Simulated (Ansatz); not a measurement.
**LiVO2 (R-3m): how robust is the cRPA U?**

What does U in LiVO2 (R-3m) depend on besides the window?

Main program and level: Ansatz 0.2.0; constrained RPA on LDA, plane waves, PAW.

This is a report of a sequence of runs, with most program output left out.

## (1) Starting point

The structure is trigonal, space group R-3m (No. 166). The conventional cell has a = 2.837 Å, b = 2.837 Å, c = 14.773 Å, α = 90.00°, β = 90.00°, γ = 120.00°. Li has 6 O at 2.12 Å nearest. V has 6 O at 1.98 Å nearest. O has 3 V at 1.98 Å and 3 Li at 2.12 Å nearest. Farther neighbours and most contacts between anions are not listed.

As a file:

```cif
data_structure
_symmetry_space_group_name_H-M 'P 1'
_symmetry_Int_Tables_number 1
_cell_length_a 5.1898
_cell_length_b 5.1898
_cell_length_c 5.1898
_cell_angle_alpha 31.728
_cell_angle_beta 31.728
_cell_angle_gamma 31.728
_cell_volume 34.33
loop_
_atom_site_label
_atom_site_type_symbol
_atom_site_fract_x
_atom_site_fract_y
_atom_site_fract_z
_atom_site_occupancy
Li1 Li 0.00000 0.00000 0.00000 1
V2 V 0.50000 0.50000 0.50000 1
O3 O 0.24180 0.24180 0.24180 1
O4 O 0.75820 0.75820 0.75820 1
```

The cell and positions come from the Crystallography Open Database and are kept as given unless a step says otherwise. The program's search for lower electronic states was switched off, so nothing shows that the state found is the lowest. The default PAW set here is soft_2. Its files were made with PBE.

## (2) Base: V t2g, bands v1 to c2, 8×8×8 mesh, medium accuracy

Constrained RPA screens the interaction with every transition except those inside the target bands, which a later many-body model would treat itself.

The input, input.yaml:

```yaml
crystal:
  lattice:
    - [2.17438413, 4.1806582, -2.17438413]
    - [4.1806582, 2.17438413, -2.17438413]
    - [2.17438413, 2.17438413, -4.1806582]
  atoms:
    - { symbol: Li, position: [0.0, 0.0, 0.0] }
    - { symbol: V, position: [0.5, 0.5, 0.5] }
    - { symbol: O, position: [0.2418, 0.2418, 0.2418] }
    - { symbol: O, position: [0.7582, 0.7582, 0.7582] }
kpoints:
  mp_grid: { grid: [8, 8, 8] }
hamiltonian:
  xc: lda
scf:
  occupations: { method: gaussian, width: 0.08 }
  n_extra_bands: 19
  max_iter: 150
  lower_state_search: "off"
output:
  crpa:
    kmesh: [8, 8, 8]
    target_bands: [v1, c2]
    projections: [{ species: V, l: d, shell: 3, orbitals: [dxz, dyz, dxy] }]
  local_orbitals:
    kmesh: [8, 8, 8]
    orbitals: [{ species: V, l: d, shell: 3, orbitals: [dxz, dyz, dxy] }]
    window: { bands: [v1, c2] }
    seedname: lo
```

Run with:

```
$ ansatz run input.yaml --threads 8 --pin off --max-ram 14745MiB --backend cpu --events-out ev --progress --plain --runs-dir out
```

Elapsed: 8.7 min, on 8 threads of Arm Neoverse V2, shared host; peak memory 0.85 GiB; 66 min of CPU time.

Numbers from this step:

| Property | Result |
| --- | --- |
| U | 4.135 eV |
| U prime (inter-orbital) | 3.224 eV |
| J | 0.4435 eV |
| bare V | 16.61 eV |
| bare J | 0.5873 eV |
| stated bound on U | 0.006355 eV |
| U over bare V | 0.2489 |
| electrons in the window | 2.000 |
| head of the constrained inverse dielectric matrix | 0.2306 |
| least eigenvalue of the projection's overlap | 0.7340 |
| target functions | 3 |
| bands in the sums | 32 |
| r.m.s. miss of the model bands | 0.001963 eV |
| width of the target bands | 2.531 eV |
| weight of the projected orbitals in the window | 0.8715 |

On the V t2g shell, screening brings the on-site interaction from 16.6 eV down to U = 4.13 eV.

## (3) Changed: 6×6×6 mesh

input.yaml, the sections that differ from step 2:

```yaml
output:
  crpa:
    kmesh: [6, 6, 6]
    target_bands: [v1, c2]
    projections: [{ species: V, l: d, shell: 3, orbitals: [dxz, dyz, dxy] }]
# crystal, kpoints, hamiltonian, scf: as in step 2
```

It took 1.7 min on 8 threads; peak memory 0.67 GiB.

This step gave:

```
U                                                 : 4.150 eV
U prime (inter-orbital)                           : 3.239 eV
J                                                 : 0.4438 eV
bare V                                            : 16.63 eV
bare J                                            : 0.5875 eV
stated bound on U                                 : 0.006406 eV
U over bare V                                     : 0.2496
electrons in the window                           : 2.000
head of the constrained inverse dielectric matrix : 0.2330
least eigenvalue of the projection's overlap      : 0.7369
target functions                                  : 3
bands in the sums                                 : 32
width of the target bands                         : 2.531 eV
weight of the projected orbitals in the window    : 0.8715
```

On the V t2g shell, screening brings the on-site interaction from 16.6 eV down to U = 4.15 eV.

## (4) Changed: 4×4×4 mesh

Changes to input.yaml since step 3:

```diff
@@ -21,3 +21,3 @@
   crpa:
-    kmesh: [6, 6, 6]
+    kmesh: [4, 4, 4]
     target_bands: [v1, c2]
```

Wall time 12 s (8 threads); peak memory 0.57 GiB.

Numbers from this step:

* U: 4.217 eV
* U prime (inter-orbital): 3.304 eV
* J: 0.4449 eV
* bare V: 16.69 eV
* bare J: 0.5887 eV
* stated bound on U: 0.006709 eV
* U over bare V: 0.2527
* electrons in the window: 2.000
* head of the constrained inverse dielectric matrix: 0.2323
* least eigenvalue of the projection's overlap: 0.7369
* target functions: 3
* bands in the sums: 32
* width of the target bands: 2.531 eV
* weight of the projected orbitals in the window: 0.8715

On the V t2g shell, screening brings the on-site interaction from 16.7 eV down to U = 4.22 eV.

## (5) Changed: one k-point

Changes to input.yaml since step 4:

```diff
@@ -21,3 +21,3 @@
   crpa:
-    kmesh: [4, 4, 4]
+    kmesh: [1, 1, 1]
     target_bands: [v1, c2]
```

Wall time 1.1 s (8 threads); peak memory 0.42 GiB; 5.5 s of CPU time.

The run ended normally, though the input holds a fault or crude settings.

The fault put into this input: one k-point. It printed U = 3.76 eV, which is no property of the model meant.

## (6) Changed: volume +6 %

The cell differs from the one that the last finished run ended in (a 5.190 → 5.292 Å, b 5.190 → 5.292 Å, c 5.190 → 5.292 Å).

input.yaml, the sections that differ from step 5:

```yaml
crystal:
  lattice:
    - [2.2170299398, 4.2626527069, -2.2170299398]
    - [4.2626527069, 2.2170299398, -2.2170299398]
    - [2.2170299398, 2.2170299398, -4.2626527069]
  atoms:
    - { symbol: Li, position: [0.0, 0.0, 0.0] }
    - { symbol: V, position: [0.5, 0.5, 0.5] }
    - { symbol: O, position: [0.2418, 0.2418, 0.2418] }
    - { symbol: O, position: [0.7582, 0.7582, 0.7582] }
output:
  crpa:
    kmesh: [8, 8, 8]
    target_bands: [v1, c2]
    projections: [{ species: V, l: d, shell: 3, orbitals: [dxz, dyz, dxy] }]
  local_orbitals:
    kmesh: [8, 8, 8]
    orbitals: [{ species: V, l: d, shell: 3, orbitals: [dxz, dyz, dxy] }]
    window: { bands: [v1, c2] }
    seedname: lo
# kpoints, hamiltonian, scf: as in step 5
```

Run time: 8.9 min. Hardware: 8 threads; peak memory 0.88 GiB; 67 min of CPU time.

This step gave:

| Quantity | Value |
| --- | --- |
| U | 4.069 eV |
| U prime (inter-orbital) | 3.151 eV |
| J | 0.4463 eV |
| bare V | 16.70 eV |
| bare J | 0.5927 eV |
| stated bound on U | 0.006637 eV |
| U over bare V | 0.2437 |
| electrons in the window | 2.000 |
| head of the constrained inverse dielectric matrix | 0.2278 |
| least eigenvalue of the projection's overlap | 0.7446 |
| target functions | 3 |
| bands in the sums | 32 |
| r.m.s. miss of the model bands | 0.001772 eV |
| width of the target bands | 2.298 eV |
| weight of the projected orbitals in the window | 0.8773 |

On the V t2g shell, screening brings the on-site interaction from 16.7 eV down to U = 4.07 eV.

## (7) Side by side

Times are wall times on 8 threads of Arm Neoverse V2, shared host, good to a factor of about two.

```
          run  bare V (eV)  U (eV)  J (eV)  bound on U (eV)  width (eV)     time
target window        16.61   4.135   0.443           0.0064        2.53  8.7 min
   6×6×6 mesh        16.63   4.150   0.444           0.0064        2.53  1.7 min
   4×4×4 mesh        16.69   4.217   0.445           0.0067        2.53     12 s
  volume +6 %        16.70   4.069   0.446           0.0066        2.30  8.9 min
```

## (8) Summary of results

```yaml
target_window: U 4.13 eV, J 0.44 eV
6x6x6_mesh: U 4.15 eV, J 0.44 eV
4x4x4_mesh: U 4.22 eV, J 0.44 eV
volume_plus_6: U 4.07 eV, J 0.45 eV
```

In words: 6×6×6 mesh moves U by +0.02 eV at 0.19 times the time. 4×4×4 mesh moves U by +0.08 eV at 0.024 times the time. Volume +6 % moves U by −0.07 eV. The printed bound covers the solver alone, not the mesh, and no denser mesh than the base was run. The parent state is non-magnetic and the interaction static (zero frequency); U depends on the window and the orbitals, so it belongs to this model alone.

[Paths, hosts, dates, memory and timing lines, banners, echoed tables and standing remarks are left out of the program output.]

[Logs are printed without paths, hosts, clocks, repeated set-up lines and the standing remarks that a program may print on its own settings, such as how far it seeks lower states.]

[Runs of the session that timed out or met a known fault of the program may be left out.]

[Hosts, paths, dates, database ids (printed as entryN), source tags and the programs' standing remarks are cut or masked in the printed files.]
